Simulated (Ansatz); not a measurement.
# LaCd2SbO6: complex band structure, part 2 of 3

Aim: relax a made-up compound, LaCd2SbO6, and see how good a tunnel barrier it would be. It is built by putting Cd for Pb, La for Y in the YSbPb2O6 structure of space group C2/m, with the volume rescaled by atomic radii. The parent structure comes from the Materials Project.

Ansatz 0.2.0; r2SCAN DFT, plane waves, PAW files (the session's first sound run).

So far. Step 2 (Relaxing the new crystal): The largest force component on a free atom ends at 8.4e-4 eV/Å.

The structure was built from a prototype and need not be the compound's stable phase.

**3. Band edges**

The energy window and the wavevectors of the next steps follow from the band edges, so these are searched first, off the mesh as well.

The input, input.yaml:

```yaml
crystal:
  lattice:
    - [4.9869292799, -2.9839709866, 0.1121610873]
    - [4.9869292799, 2.9839709866, 0.1121610873]
    - [-3.2782851577, 0.0, 4.6225259906]
  atoms:
    - { symbol: La, position: [0.0, 0.0, 0.0] }
    - { symbol: Sb, position: [0.5, 0.5, 0.5] }
    - { symbol: Cd, position: [0.2527040627, 0.2527040627, 0.7156704141] }
    - { symbol: Cd, position: [0.7472959373, 0.7472959373, 0.2843295859] }
    - { symbol: O, position: [0.6489187912, 0.1847930635, 0.6362033595] }
    - { symbol: O, position: [0.1847930635, 0.6489187912, 0.6362033595] }
    - { symbol: O, position: [0.3510812088, 0.8152069365, 0.3637966405] }
    - { symbol: O, position: [0.8152069365, 0.3510812088, 0.3637966405] }
    - { symbol: O, position: [0.7183375533, 0.7183375533, 0.8769866985] }
    - { symbol: O, position: [0.2816624467, 0.2816624467, 0.1230133015] }
kpoints:
  mp_grid: { grid: [6, 6, 6] }
  band_path: { path: [VBM, CBM], npoints: 30 }
scf:
  occupations: { method: fixed }
hamiltonian:
  xc: r2scan
output:
  eigenvalues: true
  write_potential: true
  write_density: true
  volumetric_format: npy
  elf: true
```

The run is started by

```bash
$ ansatz run input.yaml --threads 2 --pin off --max-ram 4096MiB --backend cpu --events-out ev --progress --plain --runs-dir out
```

Numbers of over 12 decimals in the logs are rounded to 6 here.

The log of the run:

```text
[...]
Crystal: 10 atoms, lattice volume = 139.769 Å³
Basis set: ecut = 500 eV, 3559 PW (Γ), exchange–correlation on 180×180×180 points (64 copies of the dense FFT grid, shifted against one another)
Bands: 62, of which v1, the nominal top of the filled ones, is band 51 counted from 1 (50 counted from 0)
Symmetry: 4 space group operations
[...]
k-points: 68 of 216
[...]
SCF iter   1: F=—  HF=-32715.835699 eV  |F-HF|=—  |Δ(HF+E_count)|=         —  Δρ=1.06e-2  dr2=1.67e-1  dr2_τ=4.01e-1  ethr=1.77e-3  ⟨swp⟩=4.4  Hψ=14559  notcnv=0  defer=541
[...]
SCF iter   8: F=-32716.010471 eV  HF=-32716.010471 eV  |F-HF|=4.52e-8  |Δ(HF+E_count)|=   9.14e-8  Δρ=7.89e-6  dr2=9.03e-8  dr2_τ=2.88e-9  ethr=9.80e-11  ⟨swp⟩=9.0  Hψ=17696  notcnv=0
SCF 1 converged in 8 iterations: F = -32716.010471 eV  dr2 = 9.03e-8
[...]
NSCF: frozen V_eff on 68 k-points
[...]
SCF converged after 8 iterations
Free energy (F): -32716.010471 eV
[...]
Internal energy: -32716.010471 eV  (E = F + TS)
E sigma→0 (E₀):  -32716.010471 eV
Fermi energy:    9.714105 eV
[...]
--- Band table (eV; the first three rows and the last of 68) ---
  k-point 0: bands = [... 47 lower, 8.9609, 9.1499, 9.3447, 9.3454, 11.7722, 14.5123, 15.4488, 15.4596, ... 7 higher]
  k-point 1: bands = [... 47 lower, 8.8552, 9.0329, 9.2698, 9.4549, 12.2763, 14.5228, 15.2898, 15.4726, ... 7 higher]
  k-point 2: bands = [... 47 lower, 8.8397, 8.8765, 9.2056, 9.6185, 13.3205, 14.5596, 15.0933, 15.4215, ... 7 higher]
  k-point 67: bands = [... 47 lower, 8.8957, 9.1341, 9.3684, 9.4681, 14.1920, 14.3908, 15.1112, 15.2480, ... 7 higher]
```

Elapsed: 20 s, on 2 threads of AMD EPYC 9R45, shared host; peak memory 1.2 GiB.

This step gave:

```yaml
free_energy: -32716.0105 eV
fermi_energy: 9.714 eV
gap_on_the_k_mesh: 2.058 eV
gap_on_path: 2.058 eV, by band count; negative where bands overlap
direct_gap_on_path: 2.423 eV
edge_places_on_path: 0, 0.6691 1/A along the path
```

The electronic bands at the labelled points (eV, zero at the Fermi level (highest filled level under fixed occupations); v1 is the highest filled band, c1 the lowest empty one):

```csv
point,v4,v3,v2,v1,c1,c2,c3,c4
VBM,-0.94,-0.87,-0.56,0.00,4.39,4.86,5.23,5.64
halfway,-0.86,-0.79,-0.47,-0.18,3.06,4.82,5.48,5.77
CBM,-0.75,-0.56,-0.37,-0.37,2.06,4.80,5.73,5.75
```

ELF in the ac plane of the conventional cell at fractional y = 0.000, with atoms of La and Sb and Cd and O within 0.2 Å of it. It is the smooth field of the valence electrons, not physical close to the nuclei.

Ten even steps from '_' (0.01) to '@' (0.85), each cell a mean:
```
--%%%%::--**##++--......__________::**%%##%%@@====%%##::
@@%%==__::--::::----::..________..++%%##++%%%%--**@@%%##
##--____..::==****++--..________--##@@####@@++::**@@@@@@
..______::==##@@%%++::______....--##%%%%%%**::..--++++--
______..--**@@@@**--..____..::::::==**++==..____________
______::==**##**--..__....::......::::..________________
______..--====--..____..::______......______....________
______....::....____..::..______::..____..::--::..______
____________________..::______......__..--++++==::..____
______________..::----::::..::....__..--**%%##++::..____
__..::::..__::++####**==::....______::++@@@@##==::______
++##%%##--..**@@%%%%%%++..________..==**%%##==::..____::
@@@@@@%%--==@@##++%%%%==..________::==++++--::..____==%%
++**@@##--##@@**##%%**::________....::::::--====..--%%%%
__==@@++--%%@@%%%%++::..__________....==##%%%%++::##%%--
```
Columns run along a (10.0 Å), rows up along c (5.7 Å), edges of the conventional cell, whose origin can differ from the input's. Atoms in or near the plane, at fractional coordinates: La at (0.00, 0.00), Sb at (0.50, 0.50), Cd at (0.25, 0.72), Cd at (0.75, 0.28), O at (0.72, 0.88), O at (0.28, 0.12).

Valence density in the ac plane of the conventional cell at fractional y = 0.000, with atoms of La and Sb and Cd and O within 0.2 Å of it. It is the smooth field of the valence electrons, not physical close to the nuclei.

Values in e/Å³, 8 rows by 16 columns, each cell a mean:
```
 1  1  0  1  1  1  0  0  0  0  1  5  3  0  1  2
 0  0  0  4 12  4  0  0  0  0  2  4  1  0  1  1
 0  0  1 13 13  1  0  0  1  1  1  0  0  0  0  0
 0  0  1  3  1  0  0  5 12  2  0  0  0  0  0  0
 0  0  0  0  0  0  1  8  5  0  0  1  5  2  0  0
 0  0  0  0  0  1  1  1  0  0  1 12 17  2  0  0
 1  1  0  1  5  3  0  0  0  0  2  8  4  0  0  0
 2  1  0  2  4  1  0  0  0  0  0  1  1  0  0  1
```
Columns run along a (10.0 Å), rows up along c (5.7 Å), edges of the conventional cell, whose origin can differ from the input's. Atoms in or near the plane, at fractional coordinates: La at (0.00, 0.00), Sb at (0.50, 0.50), Cd at (0.25, 0.72), Cd at (0.75, 0.28), O at (0.72, 0.88), O at (0.28, 0.12).

Electrostatic potential energy in the ac plane of the conventional cell at fractional y = 0.000, with atoms of La and Sb and Cd and O within 0.2 Å of it. With pseudopotentials it is smooth inside the atoms' cores, unlike the true potential.

Ten even steps from '_' (-33 eV) to '@' (14 eV), each cell a mean:
```
::__==%%@@@@%%%%%%%%%%@@@@@@@@@@@@@@@@++....++@@##::__--
..==##@@@@@@%%**++++##%%@@@@@@@@@@@@**____..##%%**::____
**%%@@@@@@##++==--==**%%@@@@@@@@@@%%--__..**@@%%**==::--
%%@@@@@@%%++--::--==##@@@@@@%%%%##%%++==##@@@@%%%%######
@@@@@@%%**==::::==**%%@@@@##++==++**%%@@@@@@@@@@%%%%@@@@
@@@@@@%%++==--==++%%@@@@##==------++%%@@@@@@@@@@@@@@@@@@
@@@@@@%%**++++**%%@@@@##==--==----**%%@@@@@@@@%%@@@@@@@@
@@@@@@%%%%##%%@@@@@@%%++--====--==##@@@@%%##****%%@@@@@@
@@@@@@@@@@@@@@@@@@@@##==------==##@@@@%%**======##@@@@@@
@@@@@@@@@@@@@@@@@@@@##==----++##@@@@%%++==----==##@@@@@@
@@%%%%%%%%@@@@@@@@####******%%@@@@@@**==::::--++%%@@@@@@
##++++**%%@@@@**::::**%%%%@@@@@@@@%%++--::--++##@@@@@@%%
::__..++%%@@**..__..%%@@@@@@@@@@@@##++====++##@@@@@@%%++
..____==%%%%--____++@@@@@@@@@@@@@@%%##**##%%@@@@@@%%==__
**....**%%%%--::**@@@@@@@@@@@@@@@@@@@@@@##**%%@@%%++__::
```
Columns run along a (10.0 Å; values clipped at the 3rd and 97th percentile), rows up along c (5.7 Å), edges of the conventional cell, whose origin can differ from the input's. Atoms in or near the plane, at fractional coordinates: La at (0.00, 0.00), Sb at (0.50, 0.50), Cd at (0.25, 0.72), Cd at (0.75, 0.28), O at (0.72, 0.88), O at (0.28, 0.12).

The searched edges give 2.06 eV, as on the mesh.

**4. Complex bands, plane (001)**

This step: r2SCAN DFT, plane waves, PAW files; complex bands by layer matching along the plane's normal (Ansatz 0.2.0).

The same crystal is laid in a cell whose first two vectors span the (001) plane (indices of the standard conventional cell, whose axes can be ordered otherwise than in the bulk input). At fixed energy and wavevector in the plane the solver finds all kz, real and complex. A few wavevectors are listed, (0, 0) and (0.5, 0) in units of the plane's reciprocal vectors; the slowest state needn't be among them.

The input, input.yaml:

```yaml
crystal:
  lattice:
    - [5.81258347, 0.0, 0.0]
    - [2.748857025, 5.121514587, 0.0]
    - [3.089163019, -1.629169481, 4.695070602]
  atoms:
    - { symbol: La, position: [0.0, 0.0, 0.0] }
    - { symbol: Sb, position: [0.0, 0.5, 0.5] }
    - { symbol: Cd, position: [0.5370336486, 0.2527040627, 0.7156704141] }
    - { symbol: Cd, position: [0.4629663514, 0.7472959373, 0.2843295859] }
    - { symbol: O, position: [0.0127154317, 0.1847930635, 0.6362033595] }
    - { symbol: O, position: [0.548589704, 0.6489187912, 0.6362033595] }
    - { symbol: O, position: [0.9872845683, 0.8152069365, 0.3637966405] }
    - { symbol: O, position: [0.451410296, 0.3510812088, 0.3637966405] }
    - { symbol: O, position: [0.8413508548, 0.7183375533, 0.8769866985] }
    - { symbol: O, position: [0.1586491452, 0.2816624467, 0.1230133015] }
kpoints:
  mp_grid: { grid: [6, 6, 6] }
scf:
  occupations: { method: fixed }
hamiltonian:
  xc: r2scan
output:
  eigenvalues: true
  transmission:
    leads: [[0, 0]]
    kpoints: [[0.0, 0.0], [0.5, 0.0]]
    e_range: [-1.0, 3.06]
    de: 0.07
```

The log of the run:

```text
[...]
Crystal: 10 atoms, lattice volume = 139.769 Å³
Basis set: ecut = 500 eV, 3559 PW (Γ), exchange–correlation on 180×180×180 points (64 copies of the dense FFT grid, shifted against one another)
Bands: 62, of which v1, the nominal top of the filled ones, is band 51 counted from 1 (50 counted from 0)
Symmetry: 4 space group operations
[...]
k-points: 68 of 216
[...]
SCF iter   1: F=—  HF=-32715.835721 eV  |F-HF|=—  |Δ(HF+E_count)|=         —  Δρ=1.06e-2  dr2=1.67e-1  dr2_τ=4.00e-1  ethr=1.77e-3  ⟨swp⟩=4.3  Hψ=14576  notcnv=0  defer=539
[...]
SCF iter   8: F=-32716.010471 eV  HF=-32716.010471 eV  |F-HF|=4.50e-8  |Δ(HF+E_count)|=   9.02e-8  Δρ=7.88e-6  dr2=9.00e-8  dr2_τ=2.88e-9  ethr=9.80e-11  ⟨swp⟩=8.9  Hψ=17705  notcnv=0
SCF 1 converged in 8 iterations: F = -32716.010471 eV  dr2 = 9.00e-8
[...]
transmission: 7 of 14 steps passed
transmission: 14 of 14 steps passed
SCF converged after 8 iterations
Free energy (F): -32716.010471 eV
[...]
Internal energy: -32716.010471 eV  (E = F + TS)
E sigma→0 (E₀):  -32716.010471 eV
Fermi energy:    9.714105 eV
[...]
--- Band table (eV; the first three rows and the last of 68) ---
  k-point 0: bands = [... 47 lower, 8.9609, 9.1499, 9.3447, 9.3454, 11.7722, 14.5123, 15.4488, 15.4596, ... 7 higher]
  k-point 1: bands = [... 47 lower, 8.8552, 9.0329, 9.2698, 9.4549, 12.2763, 14.5228, 15.2898, 15.4726, ... 7 higher]
  k-point 2: bands = [... 47 lower, 8.8397, 8.8765, 9.2056, 9.6185, 13.3205, 14.5596, 15.0933, 15.4215, ... 7 higher]
  k-point 67: bands = [... 47 lower, 8.6622, 8.8073, 8.8338, 9.4464, 13.7403, 14.5660, 14.8722, 15.2547, ... 7 higher]
--- Transmission ---
  basis      : 309 plane waves across, 7 finite elements along
  points     : 2, as listed
  energies   : 59 from -1.000000 to 3.060000 eV about the Fermi level, 0.070000 eV apart; the leads are filled to 1.029052 eV, and channels, transmission and decay are at 1.030000 eV
  crystal 0  : O6Cd2La1Sb1, at the sites [0, 0], period 4.6951 Å: whole cells are its period
    offset         : up to 0.0000 Å between an atom of the period and one for which it stands
    channels       : 0.000000e0 a spin
    conductance    : none, the energies end too early or step too widely for 300 K: set another output.transmission.e_range or a lower de, or, where they end at an eighth of basis.ecutwfc, a higher one
    slowest decay  : 0.2479 /Å at (0.0000, 0.0000)
```

The job ended after 34 s (2 threads; peak memory 1.7 GiB; 68 s of CPU time).

This step gave:

```yaml
level_to_which_the_leads_are_filled: 1.029 eV from the Fermi level
decay_constant_at_the_filling_level_zone_centre: 0.2479 Å⁻¹
decay_constant_at_the_filling_level_slowest_listed_point: 0.2479 Å⁻¹
```

K parallel (0, 0); values up to 1.5 1/Å, a degenerate pair printed once or twice; energies at which all values exceed this have no row. Im kz of the slowest decaying states against energy, zero at the highest filled level on the SCF mesh:

```csv
energy (eV),decay 1 (Å⁻¹),decay 2 (Å⁻¹),decay 3 (Å⁻¹),decay 4 (Å⁻¹)
-1.0000,0.206,0.238,0.361,0.476
-0.7200,0.0927,0.205,0.252,0.375
-0.5100,0.198,0.226,0.299,0.454
-0.2300,0.242,0.367,0.400,0.447
-0.0200,0.258,0.398,0.426,0.448
0.2600,0.268,0.302,0.428,0.454
0.4700,0.269,0.378,0.444,0.459
0.7500,0.262,0.443,0.461,0.466
1.0300,0.248,0.472,0.474,0.489
1.2400,0.231,0.476,0.481,0.516
1.5200,0.197,0.479,0.488,0.545
1.7300,0.159,0.481,0.492,0.563
2.0100,0.0635,0.481,0.495,0.582
2.2200,0.481,0.497,0.594,0.775
2.5000,0.478,0.496,0.606,0.774
2.7800,0.473,0.494,0.614,0.772
2.9900,0.468,0.492,0.619,0.769
```

K parallel (0, 0). Re kz of states that move upwards against energy, zero at the highest filled level on the SCF mesh:

```csv
energy (eV),channel 1 (Å⁻¹),channel 2 (Å⁻¹),channel 3 (Å⁻¹),channel 4 (Å⁻¹),channel 5 (Å⁻¹)
-1.0000,-0.441,-0.387,0.158,-,-
-0.7200,-0.261,-,-,-,-
-0.5100,-0.449,-,-,-,-
-0.2300,0.269,-,-,-,-
-0.0200,0.574,-,-,-,-
0.2600,-,-,-,-,-
0.4700,-,-,-,-,-
0.7500,-,-,-,-,-
1.0300,-,-,-,-,-
1.2400,-,-,-,-,-
1.5200,-,-,-,-,-
1.7300,-,-,-,-,-
2.0100,-,-,-,-,-
2.2200,0.121,-,-,-,-
2.5000,0.207,-,-,-,-
2.7800,0.275,-,-,-,-
2.9900,0.320,-,-,-,-
```

K parallel (0.5, 0); values up to 1.5 1/Å, a degenerate pair printed once or twice; energies at which all values exceed this have no row. Table of Im kz of the slowest decaying states by energy, zero at the highest filled level on the SCF mesh:

```csv
energy (eV),decay 1 (Å⁻¹),decay 2 (Å⁻¹),decay 3 (Å⁻¹),decay 4 (Å⁻¹)
-1.00,0.0927,0.215,0.284,0.322
-0.86,0.0734,0.151,0.163,0.340
-0.65,0.0953,0.246,0.382,0.401
-0.51,0.264,0.327,0.419,0.421
-0.37,0.327,0.381,0.441,0.446
-0.16,0.130,0.307,0.367,0.419
-0.02,0.251,0.381,0.431,0.442
0.12,0.305,0.396,0.440,0.482
0.33,0.352,0.414,0.451,0.509
0.47,0.373,0.423,0.456,0.528
0.61,0.390,0.432,0.461,0.545
0.82,0.410,0.441,0.467,0.568
0.96,0.420,0.446,0.471,0.582
1.10,0.429,0.450,0.473,0.595
1.24,0.437,0.453,0.475,0.606
1.45,0.445,0.456,0.478,0.621
1.59,0.450,0.457,0.479,0.629
1.73,0.454,0.457,0.479,0.637
1.94,0.456,0.458,0.479,0.647
2.08,0.454,0.459,0.478,0.653
2.22,0.452,0.460,0.476,0.659
2.43,0.446,0.459,0.473,0.665
2.57,0.441,0.457,0.471,0.669
2.71,0.435,0.455,0.468,0.672
2.92,0.424,0.449,0.462,0.677
3.06,0.416,0.444,0.457,0.679
```

At the listed wavevectors the last open channel is at -0.02 eV and the next at +2.08 eV on the grid. At +1.03 eV, the grid energy nearest the filling level (the middle of the gap on the SCF mesh), the slowest state at the listed wavevectors decays with κ = 0.248 Å⁻¹, its amplitude falling by e over 4.0 Å. Through 1 nm of this crystal that state's transmission falls by exp(−2 × 0.248 Å⁻¹ × 10 Å) = 0.0070.

**5. Decay over the two-dimensional zone**

The listed points could miss the slowest state, so one energy near mid-gap is solved on a mesh of 10×10.

Changes to input.yaml since step 4:

```diff
@@ -24,6 +24,2 @@
   eigenvalues: true
-  transmission:
-    leads: [[0, 0]]
-    kpoints: [[0.0, 0.0], [0.5, 0.0]]
-    e_range: [-1.0, 3.06]
-    de: 0.07
+  transmission: { leads: [[0, 0]], kmesh: [10, 10], e_range: [1.03, 1.04], de: 0.05 }
```

The log of the run:

```text
[...]
Crystal: 10 atoms, lattice volume = 139.769 Å³
Basis set: ecut = 500 eV, 3559 PW (Γ), exchange–correlation on 180×180×180 points (64 copies of the dense FFT grid, shifted against one another)
Bands: 62, of which v1, the nominal top of the filled ones, is band 51 counted from 1 (50 counted from 0)
Symmetry: 4 space group operations
[...]
k-points: 68 of 216
[...]
SCF iter   1: F=—  HF=-32715.835721 eV  |F-HF|=—  |Δ(HF+E_count)|=         —  Δρ=1.06e-2  dr2=1.67e-1  dr2_τ=4.00e-1  ethr=1.77e-3  ⟨swp⟩=4.3  Hψ=14576  notcnv=0  defer=539
[...]
SCF iter   8: F=-32716.010471 eV  HF=-32716.010471 eV  |F-HF|=4.50e-8  |Δ(HF+E_count)|=   9.02e-8  Δρ=7.88e-6  dr2=9.00e-8  dr2_τ=2.88e-9  ethr=9.80e-11  ⟨swp⟩=8.9  Hψ=17705  notcnv=0
SCF 1 converged in 8 iterations: F = -32716.010471 eV  dr2 = 9.00e-8
[...]
transmission: 28 of 217 steps passed
transmission: 56 of 217 steps passed
[...]
transmission: 217 of 217 steps passed
SCF converged after 8 iterations
Free energy (F): -32716.010471 eV
[...]
Internal energy: -32716.010471 eV  (E = F + TS)
E sigma→0 (E₀):  -32716.010471 eV
Fermi energy:    9.714105 eV
[...]
--- Band table (eV; the first three rows and the last of 68) ---
  k-point 0: bands = [... 47 lower, 8.9609, 9.1499, 9.3447, 9.3454, 11.7722, 14.5123, 15.4488, 15.4596, ... 7 higher]
  k-point 1: bands = [... 47 lower, 8.8552, 9.0329, 9.2698, 9.4549, 12.2763, 14.5228, 15.2898, 15.4726, ... 7 higher]
  k-point 2: bands = [... 47 lower, 8.8397, 8.8765, 9.2056, 9.6185, 13.3205, 14.5596, 15.0933, 15.4215, ... 7 higher]
  k-point 67: bands = [... 47 lower, 8.6622, 8.8073, 8.8338, 9.4464, 13.7403, 14.5660, 14.8722, 15.2547, ... 7 higher]
--- Transmission ---
  basis      : 309 plane waves across, 7 finite elements along
  points     : 31, standing for a mesh of 10 x 10
  energies   : 1 from 1.030000 to 1.030000 eV about the Fermi level; the leads are filled to 1.029052 eV, and channels, transmission and decay are at 1.030000 eV
[...]
channels       : 0.000000e0 a spin
    conductance    : none, crystal 0 has no channel at the energies, or these end too early or step too widely for 300 K: set another output.transmission.e_range or a lower de, or, where they end at an eighth of basis.ecutwfc, a higher one
    slowest decay  : 0.2479 /Å at (0.0000, 0.0000)
```

The job ended after 40 s (2 threads; peak memory 1.7 GiB).

Numbers from this step:

```
least decay constant on the mesh : 0.2479 Å⁻¹
```

Slowest decay constant (1/Å; 0 where a channel is open) over k1 and k2. At 1.0300 eV from the Fermi level.

Ten even steps from '0' (0.248) to '9' (0.487):
```
7998778865
9987677446
8876673248
7766810378
7777101777
7873018667
8842376678
9644776789
7568877899
7798777897
```
Columns: k1 (b1) from -0.5 to 0.4; rows upwards: k2 (b2) from -0.5 to 0.4.

The least value on the mesh is 0.248 Å⁻¹ at +1.03 eV. At that energy the listed points give about 0.248 Å⁻¹ by interpolation, so the mesh holds no clearly slower state.

(Part 2 of 3 ends here.)

[Logs are printed without paths, hosts, clocks, repeated set-up lines and the standing remarks that a program may print on its own settings, such as how far it seeks lower states.]

[Hosts, paths, dates, database ids (printed as entryN), source tags and the programs' standing remarks are cut or masked in the printed files.]
